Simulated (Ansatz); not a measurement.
**NaCdCl3 (model cell, started as cubic perovskite with Cd in the octahedra): a soft mode frozen in**

Aim: this structure of NaCdCl3 (model cell, started as cubic perovskite with Cd in the octahedra) is to be tested for unstable modes, and one is followed downhill.

Calculated with Ansatz 0.2.0; DFT r2SCAN, scalar-relativistic, plane waves, PAW; PAW set soft_1.

The structure was built from a prototype and need not be the compound's stable phase.

### 1. The structure

The structure is cubic, space group Pm-3m (No. 221). Conventional cell: a = 5.170 Å, b = 5.170 Å, c = 5.170 Å, α = 90.00°, β = 90.00°, γ = 90.00°. Nearest to Na lie 12 Cl at 3.66 Å. Cd has 6 Cl at 2.58 Å nearest. Cl has 2 Cd at 2.58 Å nearest. Farther neighbours and most contacts between anions are not listed.

Coordinates:

```cif
data_structure
_symmetry_space_group_name_H-M 'P 1'
_symmetry_Int_Tables_number 1
_cell_length_a 5.1696
_cell_length_b 5.1696
_cell_length_c 5.1696
_cell_angle_alpha 90.000
_cell_angle_beta 90.000
_cell_angle_gamma 90.000
_cell_volume 138.16
loop_
_atom_site_label
_atom_site_type_symbol
_atom_site_fract_x
_atom_site_fract_y
_atom_site_fract_z
_atom_site_occupancy
Na1 Na 0.00000 0.00000 0.00000 1
Cd2 Cd 0.50000 0.50000 0.50000 1
Cl3 Cl 0.50000 0.50000 0.00000 1
Cl4 Cl 0.50000 0.00000 0.50000 1
Cl5 Cl 0.00000 0.50000 0.50000 1
```

### 2. Response at finite wavevector

The cell comes from relaxations at this level that are not shown. Stability and thermal properties need the whole zone. Linear response on a 2×2×2 q mesh gives force constants as far as a supercell of that size would, and the tensors from the zone-centre run are typed in so that the long-range dipole term is interpolated apart.

Input file input.yaml:

```yaml
crystal:
  lattice:
    - [5.169590516, 0.0, 0.0]
    - [0.0, 5.169590516, 0.0]
    - [0.0, 0.0, 5.169590516]
  atoms:
    - { symbol: Na, position: [0.0, 0.0, 0.0] }
    - { symbol: Cd, position: [0.5, 0.5, 0.5] }
    - { symbol: Cl, position: [0.5, 0.5, 0.0] }
    - { symbol: Cl, position: [0.5, 0.0, 0.5] }
    - { symbol: Cl, position: [0.0, 0.5, 0.5] }
kpoints:
  mp_grid: { grid: [6, 6, 6] }
hamiltonian:
  xc: r2scan
  pseudopotentials: { kind: paw, azcp: { folder: soft_1 } }
scf:
  occupations: { method: fixed }
output:
  eigenvalues: true
phonons:
  method: dfpt
  qmesh: [2, 2, 2]
  temperatures: { t_max: 1000, t_step: 50 }
  qpath:
    path:
      - [[0.0, 0.0, 0.0], [0.0, 0.5, 0.0], [0.5, 0.5, 0.0], [0.0, 0.0, 0.0], [0.5, 0.5, 0.5], [0.0, 0.5, 0.0]]
      - [[0.5, 0.5, 0.5], [0.5, 0.5, 0.0]]
    npoints: 10
  non_analytic_term:
    high_frequency_dielectric_tensor: [[2.8991, 0.0, 0.0], [0.0, 2.8991, 0.0], [0.0, 0.0, 2.8991]]
    born_effective_charges:
      - { species: Na, tensor: [[1.2791, 0.0, 0.0], [0.0, 1.2791, 0.0], [0.0, 0.0, 1.2791]] }
      - { species: Cd, tensor: [[2.5923, 0.0, 0.0], [0.0, 2.5923, 0.0], [0.0, 0.0, 2.5923]] }
      - { species: Cl, tensor: [[-0.862, 0.0, 0.0], [0.0, -0.862, 0.0], [0.0, 0.0, -2.1475]] }
      - { species: Cl, tensor: [[-0.862, 0.0, 0.0], [0.0, -2.1475, 0.0], [0.0, 0.0, -0.862]] }
      - { species: Cl, tensor: [[-2.1475, 0.0, 0.0], [0.0, -0.862, 0.0], [0.0, 0.0, -0.862]] }
    source: "zone-centre run at this cell"
```

Launch:

```sh
$ ansatz run input.yaml --threads 4 --pin off --max-ram 16384MiB --backend cpu --events-out ev --progress --plain --runs-dir out
```

Numbers of over 12 decimals in the logs are rounded to 6 here.

The log of the run:

```text
Engine: ansatz 0.2.0, aarch64-unknown-linux-gnu
Pseudopotentials: kind: paw
Pseudopotential: Na, paw, valence charge 9, recommended cutoff 500 eV (meta_gga), soft_1/Na.paw.azcp
Pseudopotential: Cd, paw, valence charge 20, recommended cutoff 500 eV (meta_gga), soft_1/Cd.paw.azcp
Pseudopotential: Cl, paw, valence charge 7, recommended cutoff 500 eV (meta_gga), soft_1/Cl.paw.azcp
Functional definition: r2SCAN
  parameter k0 = 0.174
  parameter k1 = 0.065
  parameter a1 = 4.9479
  exchange = r2scan_x(k0 = k0, k1 = k1, a1 = a1)
  correlation = r2scan_c
Crystal: 5 atoms, lattice volume = 138.156 Å³
Basis set: ecut = 500 eV, 3431 PW (Γ), exchange–correlation on 400×400×400 points (1000 copies of the dense FFT grid, shifted against one another)
Bands: 30, of which v1, the nominal top of the filled ones, is band 25 counted from 1 (24 counted from 0)
Symmetry: 48 space group operations
k-points: 80 of 216 (irreducible under 2 space group operations, time reversal used)
Non-local potential: Na, projectors of the file, l = 0: 3, l = 1: 2, l = 2: 1
Non-local potential: Cd, projectors of the file, l = 0: 3, l = 1: 2, l = 2: 2, l = 3: 1
Non-local potential: Cl, projectors of the file, l = 0: 2, l = 1: 2, l = 2: 1
PAW form: soft (Blöchl's): semilocal exchange-correlation on the pseudo side does not see the compensation charge
PAW frozen core: Na, regenerated for the run's functional (the file was generated under x = pbe(κ = 0.804, μ = 0.219515), c = pbe(β = 0.066725))
PAW frozen core: Cd, regenerated for the run's functional (the file was generated under x = pbe(κ = 0.804, μ = 0.219515), c = pbe(β = 0.066725))
PAW frozen core: Cl, regenerated for the run's functional (the file was generated under x = pbe(κ = 0.804, μ = 0.219515), c = pbe(β = 0.066725))
PAW one-centre angular grid: Na, 302 points (default); XC on 317 of its mesh's 2451 points in the sphere
PAW one-centre angular grid: Cd, 590 points (default); XC on 160 Gauss nodes
PAW one-centre angular grid: Cl, 302 points (default); XC on 160 Gauss nodes
Initial density: superposition of atomic densities (chi_scale 0.1, normalization cell, long waves kept (reshape's long-wave potential 0.01 eV rms))
Initial wavefunctions: pseudopotential atomic-orbital guess
Functional: x = r2scan, c = r2scan; τ floored in thin density (d = 2e-4 eV/Å³)
SCF iter   1: F=—  HF=-13016.865731 eV  |F-HF|=—  |Δ(HF+E_count)|=         —  Δρ=6.69e-2  dr2=5.35e0  dr2_τ=1.29e-2  ethr=3.10e-3  ⟨swp⟩=5.0  Hψ=8768  notcnv=0  defer=225
preconditioner: auto → Resta (q_TF=auto, 2.303 Å⁻¹)  ε∞=3.0  [insulator: Δε(μ)=1.446 eV  Ē_g=12.932 eV  n_scr=26 (ndim 8)  ℏωp=18.4 eV  f_vac=0.056  ε∞_Penn≈3.0]
SCF iter   2: F=—  HF=-13014.963367 eV  |F-HF|=—  |Δ(HF+E_count)|=    1.90e0  Δρ=1.90e-2  dr2=4.72e-1  dr2_τ=7.40e-2  ethr=3.10e-3  ⟨swp⟩=3.0  Hψ=5516  notcnv=0  defer=226
SCF iter   3: F=—  HF=-13014.886473 eV  |F-HF|=—  |Δ(HF+E_count)|=   7.69e-2  Δρ=7.00e-3  dr2=6.16e-2  dr2_τ=2.14e-3  ethr=9.44e-4  ⟨swp⟩=3.0  Hψ=4269  notcnv=0  defer=238
SCF iter   4: F=—  HF=-13014.892054 eV  |F-HF|=—  |Δ(HF+E_count)|=   5.58e-3  Δρ=1.23e-3  dr2=2.48e-3  dr2_τ=1.50e-4  ethr=1.23e-4  ⟨swp⟩=3.0  Hψ=4956  notcnv=0  defer=238
SCF iter   5: F=—  HF=-13014.893210 eV  |F-HF|=—  |Δ(HF+E_count)|=   1.16e-3  Δρ=4.20e-4  dr2=1.85e-4  dr2_τ=1.23e-5  ethr=4.95e-6  ⟨swp⟩=3.0  Hψ=4242  notcnv=0  defer=238
SCF iter   6: F=—  HF=-13014.893395 eV  |F-HF|=—  |Δ(HF+E_count)|=   1.86e-4  Δρ=6.57e-5  dr2=5.60e-6  dr2_τ=7.85e-7  ethr=3.70e-7  ⟨swp⟩=2.0  Hψ=4136  notcnv=0  defer=238
SCF iter   7: F=—  HF=-13014.893410 eV  |F-HF|=—  |Δ(HF+E_count)|=   1.47e-5  Δρ=1.33e-5  dr2=2.93e-7  dr2_τ=2.12e-8  ethr=1.12e-8  ⟨swp⟩=2.0  Hψ=3971  notcnv=0  defer=232
SCF iter   8: F=—  HF=-13014.893415 eV  |F-HF|=—  |Δ(HF+E_count)|=   5.18e-6  Δρ=4.47e-6  dr2=2.99e-8  dr2_τ=2.76e-9  ethr=5.87e-10  ⟨swp⟩=2.0  Hψ=4071  notcnv=0  defer=206
SCF iter   9: F=—  HF=-13014.893415 eV  |F-HF|=—  |Δ(HF+E_count)|=   1.26e-8  Δρ=8.06e-7  dr2=9.55e-10  dr2_τ=1.81e-10  ethr=5.99e-11  ⟨swp⟩=2.0  Hψ=3996  notcnv=0  defer=206
SCF iter  10: F=—  HF=-13014.893415 eV  |F-HF|=—  |Δ(HF+E_count)|=   1.06e-9  Δρ=1.64e-7  dr2=5.28e-11  dr2_τ=2.25e-12  ethr=1.91e-12  ⟨swp⟩=2.0  Hψ=3920  notcnv=0  defer=206
SCF iter  11: F=-13014.893415 eV  HF=-13014.893415 eV  |F-HF|=5.46e-12  |Δ(HF+E_count)|=  8.00e-11  Δρ=2.79e-8  dr2=1.37e-12  dr2_τ=5.51e-14  ethr=1.00e-12  ⟨swp⟩=15.7  Hψ=15916  notcnv=0
SCF 1 converged in 11 iterations: F = -13014.893415 eV  dr2 = 1.37e-12
  greatest PAW one-centre occupation: 1.002 electrons in one spin orbital (limit 2), on the Na atom at site 0 (counted from 0), in its partial waves of l = 0
DFPT response loops at Γ: preconditioner auto → none (the input reference at scf.mixing.eps_inf says where Resta's filter doesn't serve); β = 0.50; Broyden in place of MSR1
NSCF: frozen V_eff on 20 k-points
NSCF: frozen V_eff on 128 k-points
DFPT response loops at q = (0, 0, -0.5) (fractional): mixed as the last ones told, above
NSCF: frozen V_eff on 128 k-points
DFPT response loops at q = (0, -0.5, -0.5) (fractional): mixed as the last ones told, above
NSCF: frozen V_eff on 128 k-points
DFPT response loops at q = (-0.5, -0.5, -0.5) (fractional): mixed as the last ones told, above
SCF converged after 11 iterations
Free energy (F): -13014.893415 eV
Harris-Foulkes:  -13014.893415 eV  (|F-HF|=5.46e-12)
Internal energy: -13014.893415 eV  (E = F + TS)
E sigma→0 (E₀):  -13014.893415 eV
Fermi energy:    1.932141 eV
--- Per-component energies (eV) ---
  E_band       = -918.343885
  E_kinetic    = 1011.273431
  E_local      = -7014.423978  (includes V_loc(G=0)·N_el)
  E_nonlocal   = 496.725272
  E_hartree    = 2951.079612
  E_xc         = -493.621828
  E_vxc        = -651.433688  (∫ρ·V_xc dr)
  E_paw        = -6423.840105  (= ΣΔE_a)
  E_vpaw       = -702.340917  (= ΣTr[D̂ρ^β])
  E_aug_tail   = 0.000003  (compensation charges beyond the density's cutoff)
  E_vtau       = 39.696793  (kinetic-family band-sum trace: ∫τ·v_τ [+ j·A + Jᵃ·Aᵃ] dr)
  E_ewald      = -3541.085570
  E_core_change = -1.000252  (= ΣΔE_core)
  E_smearing   = -0.000000  (= −TS)
  E_closure    = -0.000000  (closes the sum)
  Σ components = -13014.893415   (vs F -13014.893415, Δ=0.00e0)
--- Band table (eV; the first three rows and the last of 80) ---
  k-point 0: bands = [... 21 lower, 0.9713, 1.1072, 1.1072, 1.1072, 4.5247, 6.4476, 10.4231, 10.4231, ... 1 higher]
  k-point 1: bands = [... 21 lower, 0.9469, 0.9469, 1.0846, 1.0846, 5.0534, 6.7244, 10.2286, 10.7348, ... 1 higher]
  k-point 2: bands = [... 21 lower, 0.8648, 0.8648, 1.0646, 1.0646, 6.2813, 7.4458, 9.5548, 11.2896, ... 1 higher]
  k-point 79: bands = [... 21 lower, 1.6157, 1.6157, 1.9321, 1.9321, 7.3886, 9.0814, 9.0814, 9.0814, ... 1 higher]
--- Phonons (Γ-DFPT): 4 representative perturbations + reference, on 80 of 216 k-points (Σ response iterations 26) ---
  k mesh reduced under 2 symmetry operations, with k and −k counted as one. Each operation leaves every solved perturbation unchanged. A smaller set is not considered because the functional reads the kinetic-energy density
  ASR residual: 6.859e-5 → 0.000e0 eV/Å²; symmetrization residual: 1.035e-5 eV/Å²
  ASR residual per site (eV/Å²): 6.86e-5 1.77e-5 1.73e-5 1.73e-5 1.73e-5
  Γ frequencies (cm⁻¹): -92.78 -92.78 -92.78 0.00 0.00 0.00 11.13 11.13 11.13 75.55 75.55 75.55 266.84 266.84 266.84
--- Phonons (arbitrary-q DFPT): 4 irreducible q on the 2×2×2 mesh ---
  q = [0.0000, 0.0000, 0.0000] (star 1, of the zone-centre solve; hermiticity 2.65e-6, symmetrization 4.70e-8): -92.78 -92.78 -92.78 -0.00 0.00 0.00 11.13 11.13 11.13 75.55 75.55 75.55 266.84 266.84 266.84
  q = [0.0000, 0.0000, -0.5000] (star 3, 9 solved perturbations in 504 linear systems a pass and spin channel, the states on 64 of 216 k-point pairs; hermiticity 2.11e-6, symmetrization 8.87e-12): -84.42 -84.42 -23.05 -23.05 28.94 57.66 61.61 61.61 63.51 63.51 88.58 144.57 266.08 266.08 277.09
  q = [0.0000, -0.5000, -0.5000] (star 3, 9 solved perturbations in 504 linear systems a pass and spin channel, the states on 64 of 216 k-point pairs; hermiticity 2.63e-6, symmetrization 1.11e-12): -88.72 -84.66 -84.66 -71.72 47.19 47.19 59.88 86.61 86.61 113.88 148.58 148.58 174.77 265.52 298.69
  q = [-0.5000, -0.5000, -0.5000] (star 1, 4 solved perturbations in 184 linear systems a pass and spin channel, the states on 64 of 216 k-point pairs; hermiticity 1.41e-6, symmetrization 1.28e-11): -88.86 -88.86 -88.86 -86.29 -86.29 -86.29 122.00 122.00 122.00 141.94 141.94 141.94 173.93 173.93 318.05
  sum rule: each row above includes the acoustic sum rule's correction from the zone centre's row sums; it moved no ω² by more than (0.90 cm⁻¹)²
  mesh force constants: q→R imaginary residual 3.98e-18; ASR residual 6.859e-5 → 0.000e0 eV/Å²; symmetrization residual 8.882e-15 eV/Å²
  interpolated dispersion: 63 rows × 15 modes
  density of states and harmonic sums: on the 12×12×12 q-mesh, interpolated from the force constants of a 2×2×2 supercell (with the dipole–dipole term of supplied tensors)
  largest difference from the sums on the solved wave vectors: F 1.57e-1 eV, S 2.01e-4 and C_V 5.11e-5 eV/K
  zero-point energy: 0.086093 eV/cell   skipped modes (ω ≤ 0): 416, of them read as no rigid motion or as one in doubt: 413 (5.010e0 modes/cell left out, lowest -92.78 cm⁻¹)   left out of the sums: 3.34e-1 of the cell's modes: C_V's classical limit lies that fraction below 3 k_B per atom; for a crystal, a wire or a layer, F and S can be off by more, and a phonons.interpolated_qmesh denser along its periods is the remedy for the sampling
```

Run time: 16 min. Hardware: 4 threads of Arm Neoverse V2, shared host; peak memory 14 GiB.

The column dr2 measures how far the density is from self-consistency, as an energy; F and HF (Harris–Foulkes) agree once it is small.

This step gave:

```
gap on the k-mesh                                       : 2.593 eV
volume per atom                                         : 27.63 Å³
sum-rule residual before enforcement                    : 6.86e-5 eV/Å²
lowest frequency on the path                            : -92.78 cm⁻¹
point group                                             : m-3m
highest frequency on the path or at a solved wavevector : 318.1 cm⁻¹
highest optical mode at the zone centre (no LO-TO term) : 266.8 cm⁻¹
lowest optical zone-centre mode                         : -92.78 cm⁻¹
lowest mode on the q mesh (acoustic modes at Γ apart)   : -92.78 cm⁻¹
```

Frequencies (cm⁻¹) solved at each irreducible wavevector; negative means imaginary. Frequencies by wavevector, by row:

| q in reciprocal lattice units | star | mode 1 | mode 2 | mode 3 | mode 4 | mode 13 | mode 14 | mode 15 |
| --- | --- | --- | --- | --- | --- | --- | --- | --- |
| 0 0 0 | 1 | -92.8 | -92.8 | -92.8 | 0 | 266.8 | 266.8 | 266.8 |
| 0 0 -0.5 | 3 | -84.4 | -84.4 | -23.1 | -23.1 | 266.1 | 266.1 | 277.1 |
| 0 -0.5 -0.5 | 3 | -88.7 | -84.7 | -84.7 | -71.7 | 174.8 | 265.5 | 298.7 |
| -0.5 -0.5 -0.5 | 1 | -88.9 | -88.9 | -88.9 | -86.3 | 173.9 | 173.9 | 318.1 |

Interpolated from a 2×2×2 q mesh, with the LO-TO term (at Γ the limit along the path; where Γ stands inside the path, tables give the limit on arrival). Phonon branches along the path, in cm⁻¹:

| point | branch 1 | branch 2 | branch 3 | branch 4 | branch 12 | branch 13 | branch 14 | branch 15 |
| --- | --- | --- | --- | --- | --- | --- | --- | --- |
| Γ | -93 | -93 | 0 | 0 | 110 | 267 | 267 | 305 |
| halfway | -89 | -89 | -13 | -13 | 120 | 266 | 266 | 293 |
| X | -84 | -84 | -23 | -23 | 145 | 266 | 266 | 277 |
| halfway | -89 | -79 | -65 | -63 | 147 | 214 | 266 | 299 |
| M | -89 | -85 | -85 | -72 | 149 | 175 | 266 | 299 |
| halfway | -89 | -84 | -54 | -50 | 125 | 234 | 266 | 304 |
| Γ | -93 | -93 | 0 | 0 | 110 | 267 | 267 | 305 |
| halfway | -86 | -86 | -58 | -56 | 130 | 232 | 232 | 314 |
| R | -89 | -89 | -89 | -86 | 142 | 174 | 174 | 318 |
| halfway | -86 | -84 | -72 | -71 | 147 | 204 | 231 | 313 |
| X | -84 | -84 | -23 | -23 | 145 | 266 | 266 | 277 |
| jump to R | -89 | -89 | -89 | -86 | 142 | 174 | 174 | 318 |
| halfway | -89 | -86 | -86 | -80 | 146 | 174 | 219 | 315 |
| M | -89 | -85 | -85 | -72 | 149 | 175 | 266 | 299 |

Symmetry leaves 4 wavevectors to solve. The lowest mode among them, the acoustic zeros apart, lies at Γ and is imaginary, 92.8i cm⁻¹, so the energy falls along it.

### 3. The mode frozen in, largest atomic shift 0 Å

The mode followed lies at Γ with frequency 92.8i cm⁻¹ and is 3-fold degenerate, the softest among the wavevectors solved. At small amplitude the distorted cell has space group no. 38 by a symmetry search on the positions. The undistorted cell that holds it gives the zero of energy on the same k mesh.

input.yaml, the sections that differ from step 2:

```yaml
scf:
  occupations: { method: gaussian, width: 0.02 }
output:
  forces: true
  stress: true
  eigenvalues: true
# crystal, kpoints, hamiltonian: as in step 2
# phonons: removed
```

The log of the run:

```text
[...]
Crystal: 5 atoms, lattice volume = 138.156 Å³
Basis set: ecut = 500 eV, 3431 PW (Γ), exchange–correlation on 160×160×160 points (64 copies of the dense FFT grid, shifted against one another)
Bands: 30, of which v1, the nominal top of the filled ones, is band 25 counted from 1 (24 counted from 0)
Symmetry: 48 space group operations
[...]
k-points: 20 of 216
[...]
P = ⅓ Tr σ = -0.0078 GPa (-0.078 kbar)
--- Band table (eV; the first three rows and the last of 20) ---
  k-point 0: bands = [... 21 lower, 0.9712, 1.1071, 1.1071, 1.1071, 4.5246, 6.4476, 10.4230, 10.4230]
  k-point 1: bands = [... 21 lower, 0.9468, 0.9468, 1.0845, 1.0845, 5.0533, 6.7245, 10.2286, 10.7347]
  k-point 2: bands = [... 21 lower, 0.8647, 0.8647, 1.0645, 1.0645, 6.2812, 7.4458, 9.5547, 11.2896]
  k-point 19: bands = [... 21 lower, 1.6156, 1.6156, 1.9320, 1.9320, 7.3887, 9.0813, 9.0813, 9.0813]
[key lines of the parts left out:]
SCF converged after 8 iterations
Free energy (F): -13014.893415 eV
Fermi energy:    3.228345 eV
```

The job ended after 3 s (4 threads; peak memory 0.69 GiB; 11 s of CPU time).

This step gave:

```yaml
pressure: -0.007820 GPa
energy_from_the_undistorted_cell: 0 meV/atom
```

At this level the gap is 2.59 eV on the k-mesh of the self-consistent run, which can miss the band edges.

### 4. The mode frozen in, largest atomic shift 0.6 Å

The atoms are moved along the unstable eigenvector, the largest shift by 0.6 Å, with the cell fixed.

input.yaml, the sections that differ from step 3:

```yaml
crystal:
  lattice:
    - [5.169590516, 0.0, 0.0]
    - [0.0, 5.169590516, 0.0]
    - [0.0, 0.0, 5.169590516]
  atoms:
    - { symbol: Na, position: [0.0, -0.0820691827, -0.0820691827] }
    - { symbol: Cd, position: [0.5, 0.499130548, 0.499130548] }
    - { symbol: Cl, position: [0.5, 0.5251117973, 0.0057563816] }
    - { symbol: Cl, position: [0.5, 0.0057563816, 0.5251117973] }
    - { symbol: Cl, position: [0.0, 0.5251117973, 0.5251117973] }
# kpoints, hamiltonian, scf, output: as in step 3
```

The log of the run:

```text
[...]
Crystal: 5 atoms, lattice volume = 138.156 Å³
Basis set: ecut = 500 eV, 3431 PW (Γ), exchange–correlation on 160×160×160 points (64 copies of the dense FFT grid, shifted against one another)
Bands: 30, of which v1, the nominal top of the filled ones, is band 25 counted from 1 (24 counted from 0)
Symmetry: 4 space group operations
[...]
P = ⅓ Tr σ = 0.3021 GPa (3.021 kbar)
--- Band table (eV; the first three rows and the last of 52) ---
  k-point 0: bands = [... 21 lower, 0.8913, 1.0303, 1.0326, 1.0705, 4.4542, 6.6103, 10.2973, 10.5264]
  k-point 1: bands = [... 21 lower, 0.8660, 0.9197, 1.0092, 1.0165, 4.9798, 6.8785, 10.1955, 10.7822]
  k-point 2: bands = [... 21 lower, 0.7833, 0.8703, 0.9413, 0.9879, 6.1940, 7.5786, 9.6124, 11.3346]
  k-point 51: bands = [... 21 lower, 1.5232, 1.5818, 1.7824, 1.8427, 7.5731, 8.8743, 8.9964, 9.0961]
[key lines of the parts left out:]
SCF converged after 9 iterations
Free energy (F): -13015.022597 eV
Fermi energy:    3.148449 eV
```

It took 12 s on 4 threads; peak memory 0.7 GiB.

Numbers from this step:

- pressure: 0.3021 GPa
- gap on the k-mesh: 2.611 eV
- energy from the undistorted cell: -25.84 meV/atom

The energy, extrapolated to zero smearing, is -25.84 meV/atom against the undistorted cell.

The run ends at a pressure of 0.30 GPa, with forces up to 0.20 eV/Å.

### 5. Energy along the mode, all amplitudes (two of the runs are shown above)

An imaginary frequency means negative curvature, so the energy should fall and then rise again as anharmonic terms take over.

Numbers from this step:

```yaml
depth_at_the_lowest_point_sampled: 25.84 meV/atom
largest_atomic_shift_at_that_point: 0.6 Å
```

Energy from the parent against largest atomic shift:

| largest atomic shift (Å) | energy from the parent (meV/atom) |
| --- | --- |
| 0.000 | 0 |
| 0.040 | -0.151 |
| 0.080 | -0.602 |
| 0.140 | -1.83 |
| 0.220 | -4.45 |
| 0.320 | -9.10 |
| 0.450 | -16.8 |
| 0.600 | -25.8 |

Displacement at unit largest shift by atom:

| atom | x (Å) | y (Å) | z (Å) | size |
| --- | --- | --- | --- | --- |
| Na1 | 0.000 | -0.707 | -0.707 | 1.000 |
| Cd2 | 0.000 | -0.007 | -0.007 | 0.010 |
| Cl3 | 0.000 | 0.216 | 0.050 | 0.222 |
| Cl4 | 0.000 | 0.050 | 0.216 | 0.222 |
| Cl5 | 0.000 | 0.216 | 0.216 | 0.305 |

The lowest of the steps tried is the last one, at 0.6 Å, 25.8 meV/atom below the parent; the bottom of the well need not coincide with a step.

[end of part 1 of 3]

[Logs are printed without paths, hosts, clocks, repeated set-up lines and the standing remarks that a program may print on its own settings, such as how far it seeks lower states.]

[Hosts, paths, dates, database ids (printed as entryN), source tags and the programs' standing remarks are cut or masked in the printed files.]
